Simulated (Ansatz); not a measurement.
# C (Fd-3m):N_C, thermodynamic levels from a 216-atom cell

Aim: at which Fermi levels does N_C in C (Fd-3m) change its charge? The model is a cell of 216 host atoms with 1 C taken out and 1 N put in.

Calculated with Ansatz 0.2.0; place-levels on HSE06 runs: charge-transition levels and formation energies with image-charge correction and potential alignment at the atomic sites.

Experimental background.

“Fermi level pinning by defects can explain the large reported carbon 1s binding energy variations in diamond” (2019, arxiv:1902.02958) quotes from earlier work for C, diamond (bulk crystal): band gap (band gap, experimental literature value) 5.5 eV [literature value quoted in passing in the introduction; temperature not stated].

### Step 1. Set-up

The cell holds 216 atoms: 215 C and 1 N. Cell: a = 10.636 Å, b = 10.636 Å, c = 10.636 Å, α = 90.0°, β = 90.0°, γ = 90.0°. It derives from C (space group Fd-3m). Nearest the centre at fractional (0.417, 0.417, 0.417): N109 at 0.00 Å, C106 at 1.54 Å, C108 at 1.54 Å, C107 at 1.54 Å, C105 at 1.54 Å, C40 at 2.51 Å, C86 at 2.51 Å, C39 at 2.51 Å.

Screening for the image-charge correction: ε∞ = 5.87, ε0 = 5.87, from a response run on this crystal (DFPT, PBEsol) at that run's own cell.

The cell's shortest repeat is 10.6 Å.

### Step 2. The runs of each charge state

A transition level is the Fermi level at which two charge states cost the same, so each charge needs its own total energy, at its own relaxed structure.

Random displacements of about 0.05 Å break the site symmetry at the start, so that the relaxation can reach a distorted minimum if there is one. Forces are taken at one point at (¼, ¼, ¼). The cell holds 1 electron more than the neutral one, with a uniform background that keeps it neutral on the whole.

One state's input; the others differ in charge, spin, start and seed, and in occupations where the table says so.

qm1.relax/input.yaml

```yaml
crystal:
  lattice:
    - [3.54539144, 0.0, 0.0]
    - [0.0, 3.54539144, 0.0]
    - [0.0, 0.0, 3.54539144]
  atoms:
    - { symbol: C, position: [0.0, 0.0, 0.0] }
    - { symbol: C, position: [0.0, 0.5, 0.5] }
    - { symbol: C, position: [0.5, 0.0, 0.5] }
    - { symbol: C, position: [0.5, 0.5, 0.0] }
    - { symbol: C, position: [0.25, 0.25, 0.25] }
    - { symbol: C, position: [0.25, 0.75, 0.75] }
    - { symbol: C, position: [0.75, 0.25, 0.75] }
    - { symbol: C, position: [0.75, 0.75, 0.25] }
  supercell: [3, 3, 3]
  defects: [{ substitution: { at: 108, symbol: "N" } }]
total_charge: -1
basis:
  ecutwfc: 420
  xc_grid: 2
hamiltonian:
  xc: pbesol
kpoints:
  mp_grid: { grid: [1, 1, 1], shift: [0.25, 0.25, 0.25] }
scf:
  occupations: { method: fixed }
  max_iter: 100
output:
  forces: true
  charged_corrections:
    epsilon: 5.87
    static_epsilon: 5.87
    defect_position: [0.416667, 0.416667, 0.416667]
relax:
  f_tol: 0.02
  max_steps: 60
  random_displacement: { amplitude: 0.05, seed: 11 }
checkpoint:
  write: "../qm1.relax.run"
  compress: false
  write_wavefunctions: true
  write_every: 100000
```

Command:

```console
$ ansatz run input.yaml --threads 10 --pin off --max-ram 65945MiB --backend cuda --events-out ev --progress --plain --runs-dir out
```

Exact exchange opens the gap and lessens the self-interaction that spreads bound carriers; this run is a single point that starts from the saved hybrid relaxation.

The run of this state that the levels use, under HSE06:

qm1.hybq/input.yaml

```yaml
crystal:
  checkpoint: "../qm1.hrelax.run"
  host: checkpoint
total_charge: -1
basis:
  ecutwfc: 420
  xc_grid: 2
hamiltonian:
  xc: hse06
kpoints:
  mp_grid: { grid: [1, 1, 1], shift: [0.25, 0.25, 0.25] }
scf:
  occupations: { method: fixed }
  max_iter: 100
output:
  forces: true
  charged_corrections:
    epsilon: 5.87
    static_epsilon: 5.87
    defect_position: [0.416667, 0.416667, 0.416667]
  eigenvalues: true
checkpoint:
  read: "../qm1.hrelax.run"
  write: "../qm1.hybq.run"
  compress: false
  write_wavefunctions: false
  write_every: 100000
```

Relaxations under PBEsol at one point at (¼, ¼, ¼); times on 1 × NVIDIA H100 80GB HBM3 with 10 threads of AMD EPYC 7R13 (Zen 3), shared host:

```csv
charge,moment (μB),occupations,outcome,steps,largest displacement against the far atoms (Å),time
−1,0,fixed,converged,12,0.34,20 s
0,1,fixed,converged,7,0.24,16 s
+1,0,fixed,converged,7,0.01,10 s
```

Relaxations under HSE06 at the zone centre alone; times on 1 × NVIDIA H100 80GB HBM3 with 10 threads of AMD EPYC 7R13 (Zen 3), shared host:

```csv
charge,moment (μB),occupations,outcome,steps,largest displacement against the far atoms (Å),time
−1,0,fixed,converged,4,0.35,25 s
0,1,fixed,converged,3,0.26,31 s
+1,0,fixed,converged,3,0.01,21 s
```

Single points under HSE06 at one point at (¼, ¼, ¼); times on 1 × NVIDIA H100 80GB HBM3 with 10 threads of AMD EPYC 7R13 (Zen 3), shared host:

```csv
charge,moment (μB),occupations,outcome,time
−1,0,fixed,converged,21 s
0,1,fixed,converged,45 s
+1,0,fixed,converged,23 s
```

Distances (Å) from N109 to the nearest atoms after relaxation with HSE06:

```csv
charge,moment (μB),1.,2.,3.,4.,5.,6.
−1,0,C 1.43,C 1.43,C 1.43,C 2.17,C 2.28,C 2.28
0,1,C 1.46,C 1.46,C 1.46,C 2.02,C 2.36,C 2.36
+1,0,C 1.54,C 1.54,C 1.54,C 1.54,C 2.50,C 2.50
```

### Step 3. place-levels, PBEsol

PBEsol is run to see how far the result rests on the functional, though not on the errors that semilocal functionals share; the sampling changes too, to a 2×2×2 shifted mesh, so differences hold both changes.

qm1.semi/input.yaml

```yaml
crystal:
  checkpoint: "../qm1.relax.run"
  host: checkpoint
total_charge: -1
basis:
  ecutwfc: 420
  xc_grid: 2
hamiltonian:
  xc: pbesol
kpoints:
  mp_grid: { grid: [2, 2, 2], shift: [0.5, 0.5, 0.5] }
scf:
  occupations: { method: fixed }
  max_iter: 100
output:
  forces: true
  charged_corrections:
    epsilon: 5.87
    static_epsilon: 5.87
    defect_position: [0.416667, 0.416667, 0.416667]
  eigenvalues: true
  eigenstates: { localisation: true }
  populations: true
checkpoint:
  read: "../qm1.relax.run"
  write: "../qm1.semi.run"
  compress: false
  write_wavefunctions: false
  write_every: 100000
```

The job ended after 9.5 s (1 × NVIDIA H100 80GB HBM3 with 10 threads of AMD EPYC 7R13 (Zen 3), shared host; peak memory 3.4 GiB).

levels.semi.yaml

```yaml
host:
  run: host.semi.run
states: [qm1.semi.run, q0_M1.semi.run, qp1.semi.run]
geometry_from:
  qm1.semi.run: qm1.relax.run
  q0_M1.semi.run: q0_M1.relax.run
  qp1.semi.run: qp1.relax.run
  host.semi.run: host.relax.run
chemical_potentials:
  C:
    energy: -246.667945
    dataset: <sha256 of the dataset>
  "N":
    energy: -378.471758
    dataset: "<sha256 of the dataset>"
```

Command:

```console
$ ansatz place-levels levels.semi.yaml -- --threads 10 --pin off --max-ram 65945MiB
```

Numbers of over 12 decimals in the logs are rounded to 6 here.

The program printed:

```text
(+1/0) 2.872 eV above the valence edge, 1.177 eV under the conduction edge
(0/-1) 3.702 eV above the valence edge, 0.348 eV under the conduction edge
formation energy of charge +1: +0.800 eV with the Fermi level at the valence edge
formation energy of charge 0: +3.672 eV with the Fermi level at the valence edge
formation energy of charge -1: +7.374 eV with the Fermi level at the valence edge
  edges by pbesol, gap 4.049 eV; the host is sampled to repeats of 30.08 Å
[... the lines on each state left out ...]
```

Run time: 0.42 s. Hardware: 10 threads.

Under PBEsol the gap is 4.05 eV, (+1/0) 2.87, (0/−1) 3.70 eV.

### Step 4. Placing the levels, HSE06, the zone centre alone

Exact exchange opens the gap and lessens the self-interaction that spreads bound carriers; this run is a single point that starts from the saved hybrid relaxation.

qm1.hyb/input.yaml

```yaml
crystal:
  checkpoint: "../qm1.hrelax.run"
  host: checkpoint
total_charge: -1
basis:
  ecutwfc: 420
  xc_grid: 2
hamiltonian:
  xc: hse06
kpoints:
  mp_grid: { grid: [1, 1, 1] }
scf:
  occupations: { method: fixed }
  max_iter: 100
output:
  forces: true
  charged_corrections:
    epsilon: 5.87
    static_epsilon: 5.87
    defect_position: [0.416667, 0.416667, 0.416667]
  eigenvalues: true
  eigenstates: { localisation: true }
  populations: true
checkpoint:
  read: "../qm1.hrelax.run"
  write: "../qm1.hyb.run"
  compress: false
  write_wavefunctions: false
  write_every: 100000
```

The job ended after 12 s (1 × NVIDIA H100 80GB HBM3 with 10 threads; peak memory 2.7 GiB; 31 s of CPU time).

levels.hyb.yaml

```yaml
host:
  run: host.hyb.run
states: [qm1.hyb.run, q0_M1.hyb.run, qp1.hyb.run]
geometry_from:
  qm1.hyb.run: qm1.hrelax.run
  q0_M1.hyb.run: q0_M1.hrelax.run
  qp1.hyb.run: qp1.hrelax.run
chemical_potentials:
  C:
    energy: -250.883539
    dataset: <sha256 of the dataset>
  "N":
    energy: -383.842267
    dataset: "<sha256 of the dataset>"
```

Command:

```console
$ ansatz place-levels levels.hyb.yaml -- --threads 10 --pin off --max-ram 65945MiB
```

The program printed:

```text
(+1/0) 3.448 eV above the valence edge, 1.897 eV under the conduction edge
(0/-1) 4.468 eV above the valence edge, 0.877 eV under the conduction edge
formation energy of charge +1: +0.596 eV with the Fermi level at the valence edge
formation energy of charge 0: +4.045 eV with the Fermi level at the valence edge
formation energy of charge -1: +8.512 eV with the Fermi level at the valence edge
  edges by hse06, gap 5.345 eV; the host is sampled to repeats of 10.64 Å
[... the lines on each state left out ...]
```

Run time: 0.4 s. Hardware: 10 threads.

Under HSE06 the gap is 5.34 eV, (+1/0) 3.45, (0/−1) 4.47 eV; the stage before (PBEsol, at other k-points) gave a gap of 4.05 eV and levels within 0.77 eV of these.

### Step 5. Placing the levels, HSE06, one point at (¼, ¼, ¼)

A charged cell interacts with its images and the background, and its potential has another zero than the host's. place-levels removes the first by a point-charge model, screened by the static dielectric constant since the ions have relaxed around the charge, and the second by comparing potentials at atoms far from the defect.

The host is a run of the defect-free crystal in the same cutoffs, grids and k-points, so that basis and sampling errors cancel in part in the differences. The host is run in a cell of 8 atoms on a matching mesh. Its band edges are searched through the zone by a band path, so the gap is smaller than, or equal to, that on the mesh. Chemical potentials are energies per atom of C (diamond) and N (N2 molecule), run with the same functional and cutoff. Carbon is taken as diamond, which semilocal functionals can put about 0.1 eV an atom over graphite.

levels.hybq.yaml

```yaml
host:
  run: host.hybq.run
states: [qm1.hybq.run, q0_M1.hybq.run, qp1.hybq.run]
geometry_from:
  qm1.hybq.run: qm1.hrelax.run
  q0_M1.hybq.run: q0_M1.hrelax.run
  qp1.hybq.run: qp1.hrelax.run
chemical_potentials:
  C:
    energy: -250.883539
    dataset: <sha256 of the dataset>
  "N":
    energy: -383.842267
    dataset: "<sha256 of the dataset>"
```

Command:

```console
$ ansatz place-levels levels.hybq.yaml -- --threads 10 --pin off --max-ram 65945MiB
```

The program printed:

```text
[... repeated set-up lines and file paths are left out, and long positions are rounded to six places ...]
(+1/0) 3.496 eV above the valence edge, 1.826 eV under the conduction edge
(0/-1) 4.607 eV above the valence edge, 0.716 eV under the conduction edge
formation energy of charge +1: +0.611 eV with the Fermi level at the valence edge
formation energy of charge 0: +4.107 eV with the Fermi level at the valence edge
formation energy of charge -1: +8.714 eV with the Fermi level at the valence edge
  edges by hse06, gap 5.323 eV; the host is sampled to repeats of 15.04 Å
  the defect's cells are sampled to repeats of 15.04 Å, like sampling
  charge +1: -54336.3337 eV with its correction of +0.316 eV, at epsilon 5.87, aligned at sites: -0.0109 eV, mean over 93 atomic sites at or beyond 5.32 Å from the defect at [0.4167, 0.4167, 0.4167], with +0.000000 for the charge's moments and without [...]
  charge 0: +0.002 eV for its dipole among its images, +0.000 omitted
  charge -1: -54302.1751 eV with its correction of +0.322 eV, at epsilon 5.87, aligned at sites: +0.0283 eV, mean over 93 atomic sites at or beyond 5.32 Å from the defect at [0.4167, 0.4167, 0.4167], with -0.000000 for the charge's moments and without [...]
  of the host: a hybrid's levels can ripple along a path where its exchange mesh is coarse, and an extremum then takes the crest, of which none of its warnings tells: converge the edges in the exchange mesh (kpoints.mp_grid)
  of states[2] (qp1.hybq.run): how wide its charge is, is not read beside other atoms or cores, and a band state would take no correction. [...]
  of states[1] (q0_M1.hybq.run): stability_check_not_made; of the run under geometry_from: stability_check_not_made
  of states[0] (qm1.hybq.run): how wide its charge is, is not read beside other atoms or cores, and a band state would take no correction. [...]
```

It took 0.35 s on 10 threads.

Under HSE06 the gap is 5.32 eV, (+1/0) 3.50, (0/−1) 4.61 eV; the stage before (HSE06, at other k-points) gave a gap of 5.34 eV and levels within 0.14 eV of these.

Levels between the charges placed, in eV above the valence top:

```csv
,gap (eV),(+1/0),(0/−1)
HSE06,5.32,3.50,4.61
```

Corrections by state:

```csv
charge,moment (μB),image terms and alignment (eV),band filling (eV),ε used,"over the lowest of its charge, as the program ranks them, band filling apart (eV)"
+1,0.0,0.316,-,5.87,0.000
0,1.0,0.002,-,-,0.000
−1,0.0,0.322,-,5.87,0.000
```

From the program's caveats on the states, each cut to its opening words:

- charge +1, −1: how wide its charge is, is not read beside other atoms or cores, and a band state would take no correction
- charge 0 (1 μB): flagged: stability check not made

Chemical potentials of the elements' reference phases, run alike. Formation energy by charge state (elemental references; gap 5.32 eV):

```csv
charge,at valence top (eV),at conduction bottom (eV),correction included (eV)
+1,0.61,5.93,0.32
0,4.11,4.11,0.00
−1,8.71,3.39,0.32
```

```json
{"Fermi level (eV)": "0.00", "lowest formation energy (eV)": "0.61"}
{"Fermi level (eV)": "0.48", "lowest formation energy (eV)": "1.09"}
{"Fermi level (eV)": "0.97", "lowest formation energy (eV)": "1.58"}
{"Fermi level (eV)": "1.45", "lowest formation energy (eV)": "2.06"}
{"Fermi level (eV)": "1.93", "lowest formation energy (eV)": "2.54"}
{"Fermi level (eV)": "2.42", "lowest formation energy (eV)": "3.03"}
{"Fermi level (eV)": "2.91", "lowest formation energy (eV)": "3.52"}
{"Fermi level (eV)": "3.39", "lowest formation energy (eV)": "4.00"}
{"Fermi level (eV)": "3.87", "lowest formation energy (eV)": "4.11"}
{"Fermi level (eV)": "4.36", "lowest formation energy (eV)": "4.11"}
{"Fermi level (eV)": "4.84", "lowest formation energy (eV)": "3.87"}
{"Fermi level (eV)": "5.32", "lowest formation energy (eV)": "3.39"}
```

### Step 6. The ladder

Levels between neighbouring charges, in eV above each run's own valence top:

```csv
,gap (eV),(+1/0),(0/−1),GPU time a state at this stage (restarts are quicker than cold starts)
"PBEsol, 2×2×2 shifted mesh",4.05,2.87,3.70,12 s
"HSE06, zone centre alone",5.34,3.45,4.47,18 s
"HSE06, (¼, ¼, ¼)",5.32,3.50,4.61,29 s
```

### Step 7. Outcome

* gap of the host: 5.32 eV (HSE06)
* level (plus 1/0): 3.50 eV above the valence top
* level (0/minus 1): 4.61 eV above the valence top
* lowest of the charges placed, just above the valence top (0.02 eV): +1
* lowest of the charges placed, just below the conduction bottom (0.02 eV): −1
* lowest formation energy at mid-gap of the charges run, elemental references: 3.27 eV

Of the charges placed (−1, 0 and +1), the lowest changes at 3.50 eV (+1/0) and 4.61 eV (0/−1) above the valence top, in a gap of 5.32 eV. Charges above +1 and below −1 were not placed, so these runs say nothing of levels that involve them. States placed: +1 at 0 μB; 0 at 1 μB; −1 at 0 μB. Other spin states or structures, where not listed, weren't placed. Under HSE06, the change of sampling (the zone centre alone against one point at (¼, ¼, ¼)) moves a level by 0.14 eV, which is the scale of doubt on levels at the coarser sampling. N is taken at its element; compounds, which aren't counted here, bound the chemical potentials and would shift these formation energies. Keep in mind: one k-point off the zone centre stands for the whole zone; where a gas molecule sets a chemical potential or the host's formation energy, its binding is uncorrected; force components of up to 0.34 eV/Å remain in a run at the final settings.

Computed beside measured:

| quantity | measured | PBEsol | HSE06 |
| --- | --- | --- | --- |
| band gap (least gap of the host) (eV) | 5.5 | 4.05 (-1.45 eV) | 5.32 (-0.18 eV) |

Measured values from arxiv:1902.02958 (2019).

**Verdict.** For the band gap, of the levels listed nearest comes HSE06 (-0.18 eV, good agreement) and farthest PBEsol (-1.45 eV, a clear miss). Zero-point and thermal motion shift the measured gap.

[Logs are printed without paths, hosts, clocks, repeated set-up lines and the standing remarks that a program may print on its own settings, such as how far it seeks lower states.]

[Hosts, paths, dates, database ids (printed as entryN), source tags and the programs' standing remarks are cut or masked in the printed files.]

[Where a table of states has a column of steps, it counts the stored structures, which are thinned; the runs took as many ionic steps or more.]

[A defect's name tells the site on which it was built; relaxed atoms can leave that site.]

[For some hosts the program warned that the k-mesh of the response run may be too coarse for force constants and the static dielectric constant; such warnings are not shown here.]
